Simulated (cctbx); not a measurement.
# CaGa2GeSe4: precision against data quality

Space group I-42m (no. 121), a = 8.1830 Å, b = 8.1830 Å, c = 6.8520 Å, α = 90.00°, β = 90.00°, γ = 90.00°.

```csv
atom,mult.,x,y,z,Ueq (Å²)
Se1,8,0.8248,0.1752,0.2232,0.0091
Ge1,2,0,0,0,0.0100
Ga1,4,1/2,0,0,0.0088
Ca1,2,0,0,1/2,0.0079
```

This is a model crystal, built by substitution and not relaxed, with assumed displacement parameters.

Five simulated data sets (cctbx; Mo Kα, λ = 0.71073 Å; 2 % proportional error) differ in resolution or exposure (noise floor 15 counts in the first three, 8 in the last two). Each is refined with the right model, isotropic at 1.1 Å and anisotropic otherwise. How do the figures of merit and the uncertainties move?

```csv
d min (Å),top counts,"⟨I/σ⟩ (unmerged, absences included)",unique,param. (scale apart),Rint,R1,GooF,largest s.u. xyz (fractional),s.u. U of Ca1 (Å²),largest error (Å)
1.1,20000,13.5,104,6,0.022,0.0070,1.02,0.00006,0.0005,0.0005
0.84,20000,11.3,225,13,0.024,0.0065,0.93,0.00004,0.0004,0.0001
0.6,20000,8.6,606,13,0.029,0.0094,0.91,0.00002,0.0002,0.0001
0.75,300,1.1,310,13,0.271,0.0639,0.94,0.00041,0.0055,0.0050
0.75,3000,4.9,310,13,0.051,0.0173,0.94,0.00008,0.0008,0.0007
```

The number of reflections grows roughly as 1/d³: 104, 225 and 606 here. R1 follows the noise rather than the truth: at 300 counts it is 0.0639, at 3000 counts 0.0173, while GooF is 0.94 and 0.94: the weights 1/σ² carry the noise. The s.u. of U (U11 where anisotropic) for Ca1 goes 0.0005, 0.0004, 0.0002 Å² with resolution and 0.0055, 0.0008 Å² with exposure.

Hardware for the 0.6 Å refinement: 0.54 s on 1 thread of Arm Neoverse N1, on a shared host, peak memory 0.09 GiB.

[Logs are printed without paths, hosts, clocks, repeated set-up lines and the standing remarks that a program may print on its own settings, such as how far it seeks lower states.]
